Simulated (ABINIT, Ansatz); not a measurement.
# How the form of the self-energy moves the gap of ZnSe (Stilleite), part 2 of 2

Wanted: the gap of ZnSe (Stilleite) under several approximations, with cost.

ABINIT 10.8.3; PBE and many-body steps on it, plane waves. Known limits of the many-body steps: not at the basis limit; exchange with frozen shells missing; no spin-orbit coupling; coarse k mesh.

So far. Step 5 (G0W0, Hybertsen-Louie plasmon pole): Against G0W0 in ABINIT (4×4×4 mesh, 60 bands, screening to 114.3 eV, Godby-Needs plasmon pole), the gap moves by −0.054 eV. Step 6 (G0W0, von der Linden-Horsch plasmon pole): Against G0W0 in ABINIT (4×4×4 mesh, 60 bands, screening to 114.3 eV, Godby-Needs plasmon pole), the gap moves by −0.064 eV.

### Step 7. One-shot COHSEX

This step: one-shot COHSEX on PBE, plane waves, norm-conserving pseudopotentials.

File run.abi:

```
acell 3*1.0 Angstrom
rprim 
  -0.000000000000 2.833800000000 2.833800000000
  2.833800000000 -0.000000000000 2.833800000000
  2.833800000000 2.833800000000 0.000000000000
ntypat 2
znucl 30 34
natom 2
typat 1 2
xred 
  0.000000000000 0.000000000000 0.000000000000
  0.250000000000 0.250000000000 0.250000000000
pp_dirpath "pseudos"
pseudos "Zn.upf, Se.upf"
ecut 39
ngkpt 4 4 4
nshiftk 1
shiftk 0 0 0
kptopt 1
chksymbreak 0
istwfk *1
occopt 1
irdwfk 1
optdriver 4
nband 60
gwcalctyp 7
ecutsigx 39
symsigma 1
nkptgw 1
kptgw 
  0.0000000000 0.0000000000 0.0000000000
bdgw 
  16 22
ecuteps 4.2
irdscr 1
indata_prefix "in"
outdata_prefix "out"
tmpdata_prefix "tmp"
```

On the command line:

```console
OMP_NUM_THREADS=1 mpirun -n 4 abinit run.abi > log
```

Log:

```text
.Version 10.8.3 of ABINIT. v10.8.2 released Aug 2026.

 Symmetries : space group F-4 3 m (#216); Bravais cF (face-center cubic)
[... echo of the input left out ...]
== DATASET  1 ==================================================================
-   mpi_nproc: 4, omp_nthreads: 1 (-1 if OMP is not activated)

--- !DatasetInfo
iteration_state: {dtset: 1, }
dimensions: {natom: 2, nkpt: 8, mband: 60, nsppol: 1, nspinor: 1, nspden: 1, mpw: 3591, }
cutoff_energies: {ecut:  39.0, pawecutdg:  -1.0, }
[...]
20   9.220 -10.891  -5.994  -5.617   1.000   0.000 -11.611  -0.720   8.500
       21   9.220 -10.891  -5.994  -5.617   1.000   0.000 -11.611  -0.720   8.500
       22   9.220 -10.891  -5.994  -5.617   1.000   0.000 -11.611  -0.720   8.500

== END DATASET(S) ==============================================================
================================================================================

 -outvars: echo values of variables after computation  --------
           etotal      0.0000000000E+00
            nband          60
             nkpt           8
          spgroup         216
 [... the other variables as echoed above ...]

 Calculation completed.
```

The job ended after 4.8 s (4 MPI ranks of Arm Neoverse N1, shared host; peak memory 0.22 GiB; 19 s of CPU time).

Numbers from this step:

| Item | Value |
| --- | --- |
| quasiparticle gap on the points computed | 2.844 eV |
| starting gap on the mesh | 1.288 eV |
| k of the valence top | 0, 0, 0 |
| k of the conduction bottom | 0, 0, 0 |
| least direct quasiparticle gap on the computed points | 2.844 eV |

Against G0W0 in ABINIT (4×4×4 mesh, 60 bands, screening to 114.3 eV, Godby-Needs plasmon pole), the gap moves by +0.272 eV.

### Step 8. One-shot Hartree-Fock

This step: one-shot Hartree-Fock on PBE, plane waves, norm-conserving pseudopotentials.

Changes to run.abi since step 7:

```diff
@@ -24,4 +24,4 @@
 optdriver 4
-nband 60
-gwcalctyp 7
+nband 22
+gwcalctyp 5
 ecutsigx 39
@@ -33,4 +33,4 @@
   16 22
-ecuteps 4.2
-irdscr 1
+ixc_sigma 40
+fftgw 31
 indata_prefix "in"
```

Log:

```text
.Version 10.8.3 of ABINIT. v10.8.2 released Aug 2026.

 Symmetries : space group F-4 3 m (#216); Bravais cF (face-center cubic)
[... echo of the input left out ...]
== DATASET  1 ==================================================================
-   mpi_nproc: 4, omp_nthreads: 1 (-1 if OMP is not activated)

--- !DatasetInfo
iteration_state: {dtset: 1, }
dimensions: {natom: 2, nkpt: 8, mband: 22, nsppol: 1, nspinor: 1, nspden: 1, mpw: 3591, }
cutoff_energies: {ecut:  39.0, pawecutdg:  -1.0, }
[...]
20   9.220 -10.891  -5.994   0.000   1.000   0.000  -5.994   4.897  14.116
       21   9.220 -10.891  -5.994   0.000   1.000   0.000  -5.994   4.897  14.116
       22   9.220 -10.891  -5.994   0.000   1.000   0.000  -5.994   4.897  14.116

== END DATASET(S) ==============================================================
================================================================================

 -outvars: echo values of variables after computation  --------
           etotal      0.0000000000E+00
            nband          22
             nkpt           8
          spgroup         216
 [... the other variables as echoed above ...]

 Calculation completed.
```

Wall time 4.5 s (4 MPI ranks); peak memory 0.22 GiB; 18 s of CPU time.

Numbers from this step:

```yaml
quasiparticle_gap_on_the_points_computed: 8.895 eV
starting_gap_on_the_mesh: 1.288 eV
k_of_the_valence_top: 0, 0, 0
k_of_the_conduction_bottom: 0, 0, 0
least_direct_quasiparticle_gap_on_the_computed_points: 8.895 eV
```

Against G0W0 in ABINIT (4×4×4 mesh, 60 bands, screening to 114.3 eV, Godby-Needs plasmon pole), the gap moves by +6.323 eV.

### Step 9. Side by side

Times are wall times on 4 MPI ranks of Arm Neoverse N1, shared host, good to a factor of about two. A run's time includes the screening step that it read.

| run | mesh | bands | screening cutoff (eV) | DFT gap (eV) | gap on the mesh (eV) | direct (eV) | ε∞ used | time |
| --- | --- | --- | --- | --- | --- | --- | --- | --- |
| G0W0, Godby-Needs plasmon pole | 4×4×4 | 60 | 114.3 | 1.288 | 2.572 | 2.572 | 13.96 | 42 s |
| G0W0, Hybertsen-Louie plasmon pole | 4×4×4 | 60 | 114.3 | 1.288 | 2.518 | 2.518 | 13.96 | 42 s |
| G0W0, von der Linden-Horsch plasmon pole | 4×4×4 | 60 | 114.3 | 1.288 | 2.508 | 2.508 | 13.96 | 41 s |
| one-shot COHSEX | 4×4×4 | 60 | 114.3 | 1.288 | 2.844 | 2.844 | 13.96 | 40 s |
| one-shot Hartree-Fock | 4×4×4 | - | - | 1.288 | 8.895 | 8.895 | - | 4.5 s |

### Step 10. Results

```json
{
 "G0W0, Godby-Needs plasmon pole": "2.572 eV",
 "G0W0, Hybertsen-Louie plasmon pole": "2.518 eV",
 "G0W0, von der Linden-Horsch plasmon pole": "2.508 eV",
 "one-shot COHSEX": "2.844 eV",
 "one-shot Hartree-Fock": "8.895 eV",
 "known limits": "not at the basis limit; exchange with frozen shells missing; no spin-orbit coupling; coarse k mesh"
}
```

G0W0, Hybertsen-Louie plasmon pole: −0.054 eV against G0W0, Godby-Needs plasmon pole. G0W0, von der Linden-Horsch plasmon pole: −0.064 eV against G0W0, Godby-Needs plasmon pole. One-shot COHSEX: +0.272 eV against G0W0, Godby-Needs plasmon pole. One-shot Hartree-Fock: +6.323 eV against G0W0, Godby-Needs plasmon pole. Bare exchange alone opens the gap to 8.89 eV; against G0W0, correlation takes back 6.32 eV. Static COHSEX lies above G0W0: it lacks the factor Z and overstates the Coulomb hole of the filled states. Bands and cutoff are finite, so the gap is not at the basis limit. The miss can reach some tenths of an eV and take either sign; the mesh is an error of its own. In the first G0W0 run levels were corrected at 1 k point alone, so a gap called «on the mesh» is the least over those, and an edge elsewhere would be missed. The 4×4×4 mesh is coarse for this cell, which bears on the long-range parts of exchange and screening. The norm-conserving file of at least one element keeps a d shell over frozen s and p shells of the same row. Exchange with those shells is missing from the self-energy, an error of 0.3 to 0.9 eV in cases checked, whose sign depends on which edge lies on those atoms. The many-body steps are scalar-relativistic: spin-orbit coupling is not in them.

[Paths, hosts, dates, memory and timing lines, banners, echoed tables and standing remarks are left out of the program output.]

[Logs are printed without paths, hosts, clocks, repeated set-up lines and the standing remarks that a program may print on its own settings, such as how far it seeks lower states.]

[Runs of the session that timed out or met a known fault of the program may be left out.]

[No measured gap is set beside runs whose start may be inverted or whose files or cutoffs have a known fault.]

[Hosts, paths, dates, database ids (printed as entryN), source tags and the programs' standing remarks are cut or masked in the printed files.]

[G0W0 gaps are taken among the corrected bands and points alone; a level outside them can change the order at an edge.]

[Where Ansatz stands beside ABINIT at settings called matched, ABINIT's density can come from a denser mesh and the files from another edition; pairs whose starting gaps differed by over 0.03 eV were left out, so agreement reads better than it is.]
